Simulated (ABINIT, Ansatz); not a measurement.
# CaSiS3 (Pm-3m): zone-centre phonons

Wanted: the vibrations of CaSiS3 (Pm-3m) at Γ, by two programs.

Method: DFT PBEsol, scalar-relativistic, plane waves, PseudoDojo norm-conserving pseudopotentials, in ABINIT 10.8.3.

Most raw output is cut from this account.

The structure was built from a prototype and need not be the compound's stable phase.

## 1. Starting point

It takes space group Pm-3m (No. 221, cubic). Conventional cell: a = 4.563 Å, b = 4.563 Å, c = 4.563 Å, α = 90.00°, β = 90.00°, γ = 90.00°. Nearest to Ca lie 12 S at 3.23 Å. Nearest to Si lie 6 S at 2.28 Å. Nearest to S lie 2 Si at 2.28 Å and 4 Ca at 3.23 Å. Farther neighbours and most contacts between anions are not listed.

## 2. Relaxing the cell and atoms

The harmonic expansion needs vanishing forces, and a free crystal bears no stress, so cell and atoms are brought to rest. Stress is more sensitive to the basis than forces are: the last 3 Ha under the cutoff are smoothed with ecutsm, and the cutoff is raised above that of the later runs.

The starting cell comes from a relaxation made beforehand in Ansatz (PBEsol, PseudoDojo NC).

File relax.abi:

```
# relaxation
ionmov 2
optcell 2
dilatmx 1.08
ntime 40
tolmxf 1.0d-05
tolvrs 1.0d-14
prtwf 0
prtden 0
chksymtnons 0

# basis, mesh and filling
ecut 35.0
ecutsm 3.0
ngkpt 6 6 6
nshiftk 1
shiftk 0.0 0.0 0.0
istwfk *1
occopt 6
tsmear 0.01
nband 24
nstep 100
diemac 1000000.0
prtebands 0
prtgsr 0
useylm 1

# cell and atoms
acell 3*1.0 Angstrom
rprim 
    4.562541835 0.0 0.0
    0.0 4.562541835 0.0
    0.0 0.0 4.562541835
ntypat 3
znucl 20 14 16
natom 5
typat 1 2 3 3 3
xred 
    0.0 0.0 0.0
    0.5 0.5 0.5
    0.5 0.5 0.0
    0.5 0.0 0.5
    0.0 0.5 0.5
pp_dirpath "./pseudo"
pseudos "Ca.upf, Si.upf, S.upf"
```

The run is started by

```
> OMP_NUM_THREADS=1 mpirun -n 4 abinit relax.abi > relax.log
```

Elapsed: 77 s, on 4 MPI ranks of Intel Xeon 6975P-C (Granite Rapids), shared host.

Little changed from the start: no atom moved by 0.005 Å and no cell edge by 0.1 %.

Read from the output:

* volume per atom: 19.01 Å³
* pressure: 2.90e-5 GPa
* gap on the k-mesh: 0 eV

## 3. Self-consistent run for the response

First-order wavefunctions inherit every error of the ground state, hence the very tight tolvrs. Occupations are smeared.

File gs.abi:

```
# ground state
tolvrs 1.0d-16
prtden 1
prtwf 1

# basis, mesh and filling
ecut 28.0
ngkpt 6 6 6
nshiftk 1
shiftk 0.0 0.0 0.0
istwfk *1
occopt 6
tsmear 0.01
nband 24
nstep 100
diemac 1000000.0
prtebands 0
prtgsr 0
useylm 1

# cell and atoms
acell 3*1.0 Angstrom
rprim 
    4.563445398 0.0 0.0
    0.0 4.563445398 0.0
    0.0 0.0 4.563445398
ntypat 3
znucl 20 14 16
natom 5
typat 1 2 3 3 3
xred 
    0.0 0.0 0.0
    0.5 0.5 0.5
    0.5 0.5 0.0
    0.5 0.0 0.5
    0.0 0.5 0.5
pp_dirpath "./pseudo"
pseudos "Ca.upf, Si.upf, S.upf"
```

The run is started by

```
> OMP_NUM_THREADS=1 mpirun -n 4 abinit gs.abi > gs.log
```

Elapsed: 23 s, on 4 MPI ranks; 93 s of CPU time.

Numbers from this step:

- pressure: -0.1577 GPa

The cell stands at -0.16 GPa: the relaxation ran with a smoothed and higher cutoff, and the difference is a stress of the finite basis.

## 4. Linear response at Γ

At q = 0 one unit cell holds all displacements. The response is solved for single atoms along the cell's directions, and symmetry skips those that follow from others. The crystal is treated as a metal, which screens a static field, so no field response is asked.

File dfpt_gamma.abi:

```

# common to the responses
getwfk_filepath "gso_WFK"
kptopt 2
nqpt 1
qpt 0.0 0.0 0.0
asr 0
chneut 0

# displacements
rfphon 1
rfatpol 1 5
rfdir 1 1 1
tolvrs 1.0d-10
prtwf 0

# basis, mesh and filling
ecut 28.0
ngkpt 6 6 6
nshiftk 1
shiftk 0.0 0.0 0.0
istwfk *1
occopt 6
tsmear 0.01
nband 24
nstep 100
diemac 1000000.0
prtebands 0
prtgsr 0
useylm 1

# cell and atoms
acell 3*1.0 Angstrom
rprim 
    4.563445398 0.0 0.0
    0.0 4.563445398 0.0
    0.0 0.0 4.563445398
ntypat 3
znucl 20 14 16
natom 5
typat 1 2 3 3 3
xred 
    0.0 0.0 0.0
    0.5 0.5 0.5
    0.5 0.5 0.0
    0.5 0.0 0.5
    0.0 0.5 0.5
pp_dirpath "./pseudo"
pseudos "Ca.upf, Si.upf, S.upf"
```

The run is started by

```
> OMP_NUM_THREADS=1 mpirun -n 4 abinit dfpt_gamma.abi > dfpt_gamma.log
```

It took 3 min on 4 MPI ranks.

Numbers from this step:

```
largest acoustic frequency at the zone centre before the sum rule : 5.77 cm⁻¹
highest optical zone-centre mode (no LO-TO term)                  : 327.1 cm⁻¹
lowest optical zone-centre mode                                   : -129.7 cm⁻¹
```

The acoustic modes at Γ come out as far as 5.8 cm⁻¹ from zero, where they should vanish, a small numerical error. The lowest optical mode is imaginary, 130i cm⁻¹, an instability at this level and on this k mesh.

## 5. Zone-centre analysis

anaddb reads the merged derivatives and imposes the acoustic sum rule.

File anaddb.abi:

```
ddb_filepath "gamma_DDB"
output_file "anaddb.abo"
outdata_prefix "anaddb"
asr 1
chneut 1
enunit 2
eivec 1
nph1l 1
qph1l 0.0 0.0 0.0 1.0
```

File mrgddb.in:

```
gamma_DDB
merged
2
dfpt_gammao_DDB
gso_DDB
```

The run is started by

```
> mrgddb < mrgddb.in > mrgddb.log
> OMP_NUM_THREADS=1 anaddb anaddb.abi > anaddb.log
```

The job ended after 0.65 s (1 thread).

Read from the output:

* highest optical zone-centre mode (no LO-TO term): 327.2 cm⁻¹
* lowest optical zone-centre mode: -129.8 cm⁻¹

No LO-TO term; unit eigenvectors of the mass-weighted matrix, from anaddb's displacements. Modes at Γ, with each element's share of the kinetic energy (negative means imaginary):

```
mode  frequency (cm⁻¹)  symmetry  Ca %  Si %  S %
   1            -129.8       T1u    11    37   51
   2            -129.8       T1u    11    37   51
   3            -129.8       T1u    11    37   51
   4             -82.1       T2u     0     0  100
   5             -82.1       T2u     0     0  100
   6             -82.1       T2u     0     0  100
   7               0.0  acoustic    24    17   59
   8               0.0  acoustic    24    17   59
   9               0.0  acoustic    24    17   59
  10              38.6       T1u    64    27    8
  11              38.6       T1u    64    27    8
  12              38.6       T1u    64    27    8
  13             327.2       T1u     0    18   82
  14             327.2       T1u     0    18   82
  15             327.2       T1u     0    18   82
```

Displacements in mode 2 (-129.8 cm⁻¹), the largest set to 1:
```
Ca1  0.00  0.47  0.00
Si2  0.00  1.00  0.00
S3   0.00 -0.78  0.00
S4   0.00  0.09  0.00
S5   0.00 -0.78  0.00
```

Displacements in mode 5 (-82.1 cm⁻¹), the largest set to 1:
```
Ca1  0.00  0.00  0.00
Si2  0.00  0.00  0.00
S3   0.00  1.00  0.00
S4   0.00  0.00  0.00
S5   0.00 -1.00  0.00
```

The rule also moves an optical mode by 1.8 cm⁻¹.

## 6. Cross-check with Ansatz

A second program on the same cell, potentials, cutoff and meshes tests the implementation of the phonon response, not its convergence.

This step: DFT PBEsol, scalar-relativistic, plane waves, PseudoDojo norm-conserving pseudopotentials (Ansatz 0.2.0).

File input.yaml:

```yaml
crystal:
  lattice:
    - [4.5634453982, 0.0, 0.0]
    - [0.0, 4.5634453982, 0.0]
    - [0.0, 0.0, 4.5634453982]
  atoms:
    - { symbol: Ca, position: [0.0, 0.0, 0.0] }
    - { symbol: Si, position: [0.5, 0.5, 0.5] }
    - { symbol: S, position: [0.5, 0.5, 0.0] }
    - { symbol: S, position: [0.5, 0.0, 0.5] }
    - { symbol: S, position: [0.0, 0.5, 0.5] }
kpoints:
  mp_grid: { grid: [6, 6, 6] }
hamiltonian:
  xc: pbesol
  pseudopotentials: { kind: nc, accuracy: standard }
scf:
  occupations: { method: methfessel_paxton, width: 0.27211 }
output:
  eigenvalues: true
basis:
  ecutwfc: 761.919
phonons:
  method: dfpt
```

The run is started by

```
> ansatz run input.yaml --threads 4 --pin off --max-ram 8192MiB --backend cpu --events-out ev --progress --plain --runs-dir out
```

The job ended after 18 s (4 threads; peak memory 1.6 GiB; 69 s of CPU time).

Numbers from this step:

- sum-rule residual before enforcement: 2.16e-4 eV/Å²

## 7. Side by side: ABINIT PseudoDojo and Ansatz, PseudoDojo

Numbers from this step:

- root-mean-square difference: 0.05 cm⁻¹
- largest difference: 0.06 cm⁻¹

At the zone centre the largest difference (acoustic modes at Γ apart) is 0.02 % of the highest mode.

## 8. Results

```yaml
space_group_after_relaxation: Pm-3m
volume_per_atom: 19.0 Å³
highest_optical_zone_centre_mode_no_lo_to_term: 327.2 cm⁻¹
lowest_optical_zone_centre_mode: -129.8 cm⁻¹
imaginary_optical_modes_at_the_zone_centre_no_q_mesh_in_this_session: yes
largest_difference_from_ansatz_pseudodojo: 0.06 cm⁻¹
```

**Reading.** At the PBEsol level the optical modes of CaSiS3 (Pm-3m) at the zone centre run from 130i to 327 cm⁻¹, so the structure is a saddle point, with 6 modes beyond 10i cm⁻¹ there. ABINIT PseudoDojo and Ansatz, PseudoDojo agree to 0.06 cm⁻¹ (0.02 % of the highest mode compared) on all solved modes but the acoustic ones at Γ, without the LO-TO term. These are harmonic frequencies at zero temperature: anharmonic shifts and linewidths and thermal expansion are left out. In a metal the frequencies hang on the k mesh and the smearing, most of all near Kohn anomalies. Ansatz warns that the cutoff lies 18 % under the one recommended for these files; agreement at one cutoff is not convergence. The structure is a hypothetical one, built on a prototype.

[Host names and launcher messages were left out of these logs when they were recorded.]

[Logs are printed without paths, hosts, clocks, repeated set-up lines and the standing remarks that a program may print on its own settings, such as how far it seeks lower states.]

[Hosts, paths, dates, database ids (printed as entryN), source tags and the programs' standing remarks are cut or masked in the printed files.]
